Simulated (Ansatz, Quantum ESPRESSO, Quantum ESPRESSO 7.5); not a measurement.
# The work function of Re(0001), 4 layers, one monolayer of Se on hcp sites, level by level

Aim: the work function of each face of Re(0001), 4 layers, one monolayer of Se on hcp sites, and how it moves with functional, pseudopotentials and boundary condition.

Method: plane-wave DFT, PBE, GBRV ultrasoft pseudopotentials (geometry and cross-check by Ansatz 0.2.0 with PAW datasets; geometry under PBE), in Quantum ESPRESSO 7.5.

Report form: the programs' logs are mostly left out.

### 1. Set-up

The cell holds 5 atoms: 4 Re and 1 Se. Cell: a = 2.760 Å, b = 2.760 Å, c = 25.686 Å, α = 90.0°, β = 90.0°, γ = 60.0°. It derives from Re. Vacuum lies along c.

### 2. Geometry from Ansatz

The geometry comes first, from a plane-wave PAW code, so that the later runs on this slab share one structure.

The input, input.yaml:

```yaml
crystal:
  lattice:
    - [2.76, 0.0, 0.0]
    - [1.38, 2.3902301144, 0.0]
    - [0.0, 0.0, 25.6861]
  atoms:
    - { symbol: Re, position: [0.6666666667, 0.6666666667, 0.3231319663] }
    - { symbol: Re, position: [0.0, 0.0, 0.409898739] }
    - { symbol: Re, position: [0.6666666667, 0.6666666667, 0.4966655117] }
    - { symbol: Re, position: [0.0, 0.0, 0.5834322844] }
    - { symbol: Se, position: [0.6666666667, 0.6666666667, 0.6687705884] }
kpoints:
  mp_grid: { grid: [12, 12, 1] }
hamiltonian:
  xc: pbe
scf:
  occupations: { method: fermi_dirac, width: 0.1 }
  convergence: { dr2_threshold: 1.0e-08 }
efield:
  axis: 3
  dipole_correction: true
  ramp_position: 0.97
  ramp_width: 0.04
relax:
  f_tol: 0.01
  constraints: [{ sites: [0, 1] }]
output:
  write_potential: true
  write_density: true
  volumetric_format: npy
```

The run is started by

```
> ansatz run input.yaml --threads 4 --pin off --max-ram 8192MiB --backend cpu --events-out ev --progress --plain --runs-dir out
```

Wall time 21 s (4 threads of Arm Neoverse V1, shared host); peak memory 0.53 GiB; 80 s of CPU time.

Step by step:

```
step  energy less that of the first step (eV)  largest force component (eV/Å)
   1                                   0.0000                          0.9510
   2                                  -0.0829                          1.3831
   3                                  -0.1417                          0.4393
   4                                  -0.1476                          0.1023
   5                                  -0.1479                          0.0057
```

The atoms that moved most (Å):

```
atom     dx     dy      dz  length
 Se5  0.000  0.000  -0.205   0.205
 Re3  0.000  0.000   0.048   0.048
 Re4  0.000  0.000   0.027   0.027
```

Final coordinates:

```cif
data_structure
_symmetry_space_group_name_H-M 'P 1'
_symmetry_Int_Tables_number 1
_cell_length_a 2.7600
_cell_length_b 2.7600
_cell_length_c 25.6861
_cell_angle_alpha 90.000
_cell_angle_beta 90.000
_cell_angle_gamma 60.000
_cell_volume 169.45
loop_
_atom_site_label
_atom_site_type_symbol
_atom_site_fract_x
_atom_site_fract_y
_atom_site_fract_z
_atom_site_occupancy
Re1 Re 0.66667 0.66667 0.32313 1
Re2 Re 0.00000 0.00000 0.40990 1
Re3 Re 0.66667 0.66667 0.49855 1
Re4 Re 0.00000 0.00000 0.58448 1
Se5 Se 0.66667 0.66667 0.66078 1
```

The relaxation lowers the energy by 30 meV an atom. Held were the atoms numbered 1 and 2; the forces quoted are those on the free ones.

Read from the output:

| Property | Result |
| --- | --- |
| free energy | -48939.6196 eV |
| energy at zero smearing | -48939.5612 eV |
| smearing term TS | 0.1169 eV |
| Fermi energy | 7.586 eV |
| symmetry operations | 6 |
| work function of the upper face | 3.435 eV |
| work function of the lower face | 5.099 eV |
| dipole along the normal | 0.06065 e·Å |

### 3. SCF with pw.x

A dipole correction (tefield, dipfield, eamp = 0) lets each face keep its own vacuum level; its ramp sits in the vacuum at emaxpos, and symmetry is switched off.

Level of this step: plane-wave DFT, PBE, GBRV ultrasoft pseudopotentials (Quantum ESPRESSO 7.5).

The input, scf.in:

```
&control
  prefix = 'scf'
  outdir = './out'
  pseudo_dir = './pseudo'
  calculation = 'scf'
  tprnfor = .true.
  tefield = .true.
  dipfield = .true.
/
&system
  ibrav = 0
  nat = 5
  ntyp = 2
  ecutwfc = 40
  ecutrho = 200
  occupations = 'smearing'
  smearing = 'mv'
  degauss = 0.02
  edir = 3
  emaxpos = 0.97
  eopreg = 0.04
  eamp = 0.0
/
&electrons
  conv_thr = 1e-07
  mixing_beta = 0.4
  electron_maxstep = 120
  mixing_mode = 'local-TF'
/
ATOMIC_SPECIES
  Re  186.2070  re_pbe_v1.2.uspp.F.UPF
  Se  78.9710  se_pbe_v1.uspp.F.UPF
CELL_PARAMETERS angstrom
  2.75999999997399 0.00000000000000 0.00000000000000
  1.37999999998699 2.39023011442253 0.00000000000000
  0.00000000000000 0.00000000000000 25.68610000000000
ATOMIC_POSITIONS crystal
  Re  0.666666666667 0.666666666667 0.323131966300
  Re  -0.000000000000 -0.000000000000 0.409898739000
  Re  0.666666666667 0.666666666667 0.498551406916
  Re  -0.000000000000 -0.000000000000 0.584480849141
  Se  0.666666666667 0.666666666667 0.660777300366
K_POINTS automatic
  12 12 1 0 0 0
```

The run is started by

```
> OMP_NUM_THREADS=1 mpirun -n 4 pw.x -nk 4 -in scf.in > scf.out
```

Wall time 4.8 min (4 MPI ranks); peak memory 1 GiB.

This step gave:

```
free energy             : -10967.4972 eV
Fermi energy            : 7.367 eV
dipole along the normal : 0.06279 e·Å
```

The run needed 30 iterations to bring the estimated error under 1e-07 Ry; the largest force on any atom, held or free, is 0.90 eV/Å.

### 4. Electrostatic potential

plot_num = 11 writes the bare and Hartree potential. It leaves out exchange and correlation, which fade slowly, so it flattens close to the surface.

The input, pot.in:

```
&inputpp
  prefix = 'scf'
  outdir = './out'
  filplot = 'pot.dat'
  plot_num = 11
/
```

The run is started by

```
> OMP_NUM_THREADS=1 mpirun -n 4 pp.x -in pot.in > pot.out
```

Wall time 1.2 s (4 MPI ranks); peak memory 0.16 GiB; 4.5 s of CPU time.

This step gave:

| Quantity | Value |
| --- | --- |
| work function of the upper face | 3.422 eV |
| slope of the potential above | 8.57e-5 eV/Å |
| upper vacuum line continued to the top atoms, over the Fermi level | 3.422 eV |
| work function of the lower face | 5.144 eV |
| slope of the potential below | -2.89e-4 eV/Å |
| lower vacuum line continued to the bottom atoms, over the Fermi level | 5.143 eV |

The potential energy, planar mean oscillates, so the rows of the table below give means over windows of 2.28 Å about each position, cut where the curve ends. Its maxima inside the range that stand out by 2 % of the span (Å: eV): 9.4: -2.21, 11.6: -1.78, 13.9: -2.63, 16.1: -5.50. Its minima: 8.4: -14.4, 10.4: -14.7, 12.9: -14.7, 15.2: -15.2, 17.0: -26.3.

Electrostatic potential energy of an electron, with the sawtooth; zero at the Fermi level. Potential energy, planar mean against z; means over each step:

```
z (Å)  potential energy, planar mean (eV)
 1.14                                5.12
 3.42                                5.14
 5.70                                4.80
 7.98                               -8.52
10.26                               -9.70
12.54                               -9.64
14.82                               -10.4
17.10                               -12.2
19.38                                3.18
21.66                                3.42
23.94                                3.43
```

Electrostatic potential energy in the ca plane at fractional y = 0.667, with atoms of Re and Se within 0.2 Å of it. With pseudopotentials it is smooth inside the atoms' cores, unlike the true potential.

Ten even steps from '0' (-50 eV) to '9' (3 eV), each cell a mean:
```
32368887888732358887788521479999999999999999
46348998998535437998887200069999999999999999
68437999998448636999987100058999999999999999
34358988898534337988887300169999999999999999
43478877788743368887788633589999999999999999
77889854589987789864578888899999999999999999
88899754579988899854468888999999999999999999
76789865689876788865578877899999999999999999
```
Columns run along c (16.0 Å, from fractional 0.31 to 0.93 of the cell; values clipped at the 3rd and 97th percentile), rows up along a (2.8 Å). Atoms in or near the plane, at fractional coordinates: Re at (0.32, 0.67), Re at (0.50, 0.67), Se at (0.66, 0.67).

The vacuum is flat to 0.3 meV/Å, so its level is well defined. Inside the slab the curve depends on the local part of the pseudopotentials; only the vacuum level has a meaning of its own.

### 5. Valence density

The density shows how far the electrons spill into the vacuum.

The input, rho.in:

```
&inputpp
  prefix = 'scf'
  outdir = './out'
  filplot = 'rho.dat'
  plot_num = 0
/
```

The run is started by

```
> OMP_NUM_THREADS=1 mpirun -n 4 pp.x -in rho.in > rho.out
```

Run time: 1.2 s. Hardware: 4 MPI ranks; peak memory 0.16 GiB.

Read from the output:

```
electrons by integration : 66.00 e
```

The valence density, planar mean oscillates, so the rows of the table below give means over windows of 2.28 Å about each position, cut where the curve ends. Its maxima inside the range that stand out by 2 % of the span (Å: e/Å³): 8.1: 1.67, 8.6: 1.66, 10.3: 1.66, 10.7: 1.67, 12.6: 1.67, 13.0: 1.67, 14.8: 1.67, 15.2: 1.67, 17.0: 0.529. Its minima: 8.3: 1.59, 9.5: 0.389, 10.5: 1.58, 11.6: 0.358, 12.8: 1.58, 13.9: 0.393, 15.1: 1.61, 16.1: 0.450.

Mean over planes. Table of valence density, planar mean by z; means over each step:

z (Å), valence density, planar mean (e/Å³) and a bar:
```
     3.42       0.00 
     5.70       0.01 
     7.98       0.93 ###########################
    10.26       1.01 ##############################
    12.54       1.00 #############################
    14.82       1.02 ##############################
    17.10       0.40 ############
    19.38       0.01 
    21.66       0.00
```

Valence density in the ca plane at fractional y = 0.667, with atoms of Re and Se within 0.2 Å of it. It is the smooth field of the valence electrons, not physical close to the nuclei.

Ten steps, logarithmic in the rise over the least value, from '0' (-1.4 e/Å³) to '9' (5.6 e/Å³), each cell a mean:
```
99877777777789977777777777776666666666666666
99987777777799987777777777776666666666666666
90987777777895997777777778776666666666666666
99977777777799987777777777776666666666666666
88877777777788877777777777776666666666666666
77777778777777777777777777766666666666666666
77777778777777777778877777666666666666666666
77777777777777777777777777766666666666666666
```
Columns run along c (16.0 Å, from fractional 0.31 to 0.93 of the cell), rows up along a (2.8 Å). Atoms in or near the plane, at fractional coordinates: Re at (0.32, 0.67), Re at (0.50, 0.67), Se at (0.66, 0.67).

The density integrates to 66.000 electrons, as the 66 of the input ask.

### 6. Projections on atomic orbitals

projwfc.x splits the states by atom and orbital; the spilling says how much the atomic basis misses.

The input, pdos.in:

```
&projwfc
  prefix = 'scf'
  outdir = './out'
  filpdos = 'pdos'
  Emin = -0.633
  Emax = 11.367
  DeltaE = 0.1
  ngauss = 0
  degauss = 0.01
/
```

The run is started by

```
> OMP_NUM_THREADS=1 mpirun -n 4 projwfc.x -in pdos.in > pdos.out
```

It took 3.4 s on 4 MPI ranks; peak memory 0.22 GiB.

This step gave:

```
spilling of the projection : 0.0025
```

Projected DOS an atom over height of the atomic layer and energy from the Fermi level. Columns are the atomic layers from the bottom up.

Ten even steps from '0' (0.05 states/eV) to '9' (2.09 states/eV), each cell a mean:
```
52221
63341
32331
43331
65421
76531
96561
75641
54541
44551
44552
34331
45431
34442
35463
34332
24431
13343
01122
00111
00001
00013
```
Columns: height of the atomic layer (Å) from 8.3 to 17.0 (not evenly spaced); rows upwards: energy from the Fermi level (eV) from -8.00 to 1.40.

The atomic orbitals miss 0.2 % of the occupied states; for empty states the projections can miss much more.

### 7. Ground state: open boundaries by the effective screening medium

Open boundaries by another road: assume_isolated = 'esm' with bc1, the slab centred on z = 0.

The input, esm.in:

```
&control
  prefix = 'esm'
  outdir = './out'
  pseudo_dir = './pseudo'
  calculation = 'scf'
  tprnfor = .true.
/
&system
  ibrav = 0
  nat = 5
  ntyp = 2
  ecutwfc = 40
  ecutrho = 200
  occupations = 'smearing'
  smearing = 'mv'
  degauss = 0.02
  assume_isolated = 'esm'
  esm_bc = 'bc1'
/
&electrons
  conv_thr = 1e-07
  mixing_beta = 0.4
  electron_maxstep = 120
  mixing_mode = 'local-TF'
/
ATOMIC_SPECIES
  Re  186.2070  re_pbe_v1.2.uspp.F.UPF
  Se  78.9710  se_pbe_v1.uspp.F.UPF
CELL_PARAMETERS angstrom
  2.75999999997399 0.00000000000000 0.00000000000000
  1.37999999998699 2.39023011442253 0.00000000000000
  0.00000000000000 0.00000000000000 25.68610000000000
ATOMIC_POSITIONS crystal
  Re  0.666666666667 0.666666666667 -0.168822667033
  Re  -0.000000000000 -0.000000000000 -0.082055894333
  Re  0.666666666667 0.666666666667 0.006596773583
  Re  -0.000000000000 -0.000000000000 0.092526215807
  Se  0.666666666667 0.666666666667 0.168822667033
K_POINTS automatic
  12 12 1 0 0 0
```

The run is started by

```
> OMP_NUM_THREADS=1 mpirun -n 4 pw.x -nk 4 -in esm.in > esm.out
```

Elapsed: 2.8 min, on 4 MPI ranks; peak memory 0.86 GiB; 11 min of CPU time.

Read from the output:

| Item | Value |
| --- | --- |
| free energy | -10967.4973 eV |
| Fermi energy | -4.284 eV |
| vacuum line at the lower end of the cell, over the Fermi level | 5.145 eV |
| vacuum line at the upper end of the cell, over the Fermi level | 3.423 eV |

The potential energy, planar mean oscillates, so the rows of the table below give means over windows of 2.17 Å about each position, cut where the curve ends. Its maxima inside the range that stand out by 2 % of the span (Å: eV): -3.2: -2.15, -0.9: -1.87, 1.3: -2.63, 3.4: -5.42. Its minima: -4.2: -14.4, -2.3: -14.7, 0.3: -14.7, 2.6: -15.3, 4.3: -26.4.

Electrostatic potential energy of an electron; zero at the Fermi level. The potential energy, planar mean by z; means over each step:

z (Å), potential energy, planar mean (eV) and a bar from the least value:
```
   -11.70        5.1 ##############################
    -9.53        5.1 ##############################
    -7.36        5.0 ##############################
    -5.19       -5.0 ###############
    -3.02       -9.7 ########
    -0.85       -9.3 ########
     1.32      -10.1 #######
     3.49      -14.7 
     5.66       -1.7 ####################
     7.83        3.4 ###########################
    10.00        3.4 ###########################
    12.16        3.4 ###########################
```

The vacuum levels are read from the outermost 0.7 Å of the cell on either side.

The run needed 47 iterations to bring the estimated error under 1e-07 Ry; the largest force on any atom, held or free, is 0.89 eV/Å.

The upper level is 3.423 eV against 3.422 eV from the periodic run.

### 8. Self-consistent run: RPBE, GBRV ultrasoft

The geometry stays; functional or pseudopotentials change.

Level of this step: plane-wave DFT, RPBE, GBRV ultrasoft pseudopotentials made under PBE (Quantum ESPRESSO 7.5). input_dft overrides the functional of the files.

gbrv-rpbe.in, as its differences from the input of step 7:

```diff
@@ -1,3 +1,3 @@
 &control
-  prefix = 'esm'
+  prefix = 'gbrv-rpbe'
   outdir = './out'
@@ -13,2 +13,3 @@
   ecutrho = 200
+  input_dft = 'rpbe'
   occupations = 'smearing'
```

The run is started by

```
> OMP_NUM_THREADS=1 mpirun -n 4 pw.x -nk 4 -in gbrv-rpbe.in > gbrv-rpbe.out
```

Wall time 3 min (4 MPI ranks); peak memory 0.87 GiB.

Read from the output:

* free energy: -10971.1547 eV
* Fermi energy: -4.152 eV
* vacuum line at the lower end of the cell, over the Fermi level: 5.016 eV
* vacuum line at the upper end of the cell, over the Fermi level: 3.289 eV

The potential energy, planar mean oscillates, so the rows of the table below give means over windows of 2.17 Å about each position, cut where the curve ends. Its maxima inside the range that stand out by 2 % of the span (Å: eV): -3.2: -2.22, -0.9: -1.95, 1.3: -2.71, 3.4: -5.50. Its minima: -4.2: -14.5, -2.3: -14.7, 0.3: -14.8, 2.6: -15.3, 4.3: -26.5.

Electrostatic potential energy of an electron; zero at the Fermi level. Potential energy, planar mean against z; means over each step:

z (Å), potential energy, planar mean (eV) and a bar from the least value:
```
   -11.70        5.0 ##############################
    -9.53        5.0 ##############################
    -7.36        4.9 ##############################
    -5.19       -5.1 ###############
    -3.02       -9.7 ########
    -0.85       -9.4 ########
     1.32      -10.2 #######
     3.49      -14.8 
     5.66       -1.9 ####################
     7.83        3.3 ###########################
    10.00        3.3 ###########################
    12.16        3.3 ###########################
```

The upper face goes from 3.423 eV (PBE, GBRV) to 3.289 eV, a change of -0.133 eV.

### 9. Self-consistent run: LDA, PseudoDojo norm-conserving

Level of this step: plane-wave DFT, LDA, PseudoDojo norm-conserving pseudopotentials (Quantum ESPRESSO 7.5).

dojo-lda.in, as its differences from the input of step 8:

```diff
@@ -1,3 +1,3 @@
 &control
-  prefix = 'gbrv-rpbe'
+  prefix = 'dojo-lda'
   outdir = './out'
@@ -11,5 +11,4 @@
   ntyp = 2
-  ecutwfc = 40
-  ecutrho = 200
-  input_dft = 'rpbe'
+  ecutwfc = 78
+  ecutrho = 312
   occupations = 'smearing'
@@ -27,4 +26,4 @@
 ATOMIC_SPECIES
-  Re  186.2070  re_pbe_v1.2.uspp.F.UPF
-  Se  78.9710  se_pbe_v1.uspp.F.UPF
+  Re  186.2070  Re.dojo-sr-lda-0.4.1-standard.upf
+  Se  78.9710  Se.dojo-sr-lda-0.4.1-standard.upf
 CELL_PARAMETERS angstrom
```

The run is started by

```
> OMP_NUM_THREADS=1 mpirun -n 4 pw.x -nk 4 -in dojo-lda.in > dojo-lda.out
```

Run time: 6.2 min. Hardware: 4 MPI ranks; peak memory 0.83 GiB.

Numbers from this step:

```
free energy                                                    : -12751.6492 eV
Fermi energy                                                   : -4.604 eV
vacuum line at the lower end of the cell, over the Fermi level : 5.453 eV
vacuum line at the upper end of the cell, over the Fermi level : 3.754 eV
```

The potential energy, planar mean oscillates, so the rows of the table below give means over windows of 2.23 Å about each position, cut where the curve ends. Its maxima inside the range that stand out by 2 % of the span (Å: eV): -3.2: -1.79, -1.0: -1.43, 1.2: -2.29, 3.4: -5.09. Its minima: -4.4: -34.8, -2.1: -35.1, 0.2: -35.3, 2.4: -35.6, 4.4: -22.8.

Electrostatic potential energy of an electron; zero at the Fermi level. Table of potential energy, planar mean by z; means over each step:

z (Å), potential energy, planar mean (eV) and a bar from the least value:
```
   -11.72        5.5 ##############################
    -9.49        5.5 ##############################
    -7.26        5.3 ##############################
    -5.03      -12.5 ######
    -2.80      -16.4 #
    -0.57      -15.9 #
     1.66      -16.9 
     3.89      -13.6 ####
     6.12        2.2 ##########################
     8.35        3.8 ############################
    10.58        3.8 ############################
```

The upper face goes from 3.423 eV (PBE, GBRV) to 3.754 eV, a change of +0.332 eV.

### 10. SCF with pw.x: LDA, GBRV ultrasoft

Level of this step: plane-wave DFT, LDA, GBRV ultrasoft pseudopotentials (Quantum ESPRESSO 7.5).

gbrv-lda.in, as its differences from the input of step 9:

```diff
@@ -1,3 +1,3 @@
 &control
-  prefix = 'dojo-lda'
+  prefix = 'gbrv-lda'
   outdir = './out'
@@ -11,4 +11,4 @@
   ntyp = 2
-  ecutwfc = 78
-  ecutrho = 312
+  ecutwfc = 40
+  ecutrho = 200
   occupations = 'smearing'
@@ -26,4 +26,4 @@
 ATOMIC_SPECIES
-  Re  186.2070  Re.dojo-sr-lda-0.4.1-standard.upf
-  Se  78.9710  Se.dojo-sr-lda-0.4.1-standard.upf
+  Re  186.2070  re_lda_v1.2.uspp.F.UPF
+  Se  78.9710  se_lda_v1.uspp.F.UPF
 CELL_PARAMETERS angstrom
```

The run is started by

```
> OMP_NUM_THREADS=1 mpirun -n 4 pw.x -nk 4 -in gbrv-lda.in > gbrv-lda.out
```

The job ended after 2.1 min (4 MPI ranks; peak memory 0.86 GiB).

This step gave:

- free energy: -10965.7041 eV
- Fermi energy: -4.596 eV
- vacuum line at the lower end of the cell, over the Fermi level: 5.460 eV
- vacuum line at the upper end of the cell, over the Fermi level: 3.732 eV

The potential energy, planar mean oscillates, so the rows of the table below give means over windows of 2.17 Å about each position, cut where the curve ends. Its maxima inside the range that stand out by 2 % of the span (Å: eV): -3.2: -1.81, -0.9: -1.52, 1.3: -2.27, 3.4: -5.08. Its minima: -4.2: -14.1, -2.3: -14.4, 0.3: -14.4, 2.6: -15.0, 4.3: -26.7.

Electrostatic potential energy of an electron; zero at the Fermi level. Potential energy, planar mean against z; means over each step:

```
 z (Å)  potential energy, planar mean (eV)
-11.70                                5.46
 -9.53                                5.46
 -7.36                                5.36
 -5.19                               -4.71
 -3.02                               -9.35
 -0.85                               -9.01
  1.32                               -9.76
  3.49                               -14.6
  5.66                               -1.47
  7.83                                3.72
 10.00                                3.73
 12.16                                3.73
```

The upper face goes from 3.423 eV (PBE, GBRV) to 3.732 eV, a change of +0.310 eV.

(Continued in part 2 of 2.)

[Logs are printed without paths, hosts, clocks, repeated set-up lines and the standing remarks that a program may print on its own settings, such as how far it seeks lower states.]

[Hosts, paths, dates, database ids (printed as entryN), source tags and the programs' standing remarks are cut or masked in the printed files.]

[Maps of the electrostatic potential energy from Ansatz leave out the sawtooth potential of an applied field or a dipole correction, so their vacuum need not be flat; planar profiles and work functions include it.]
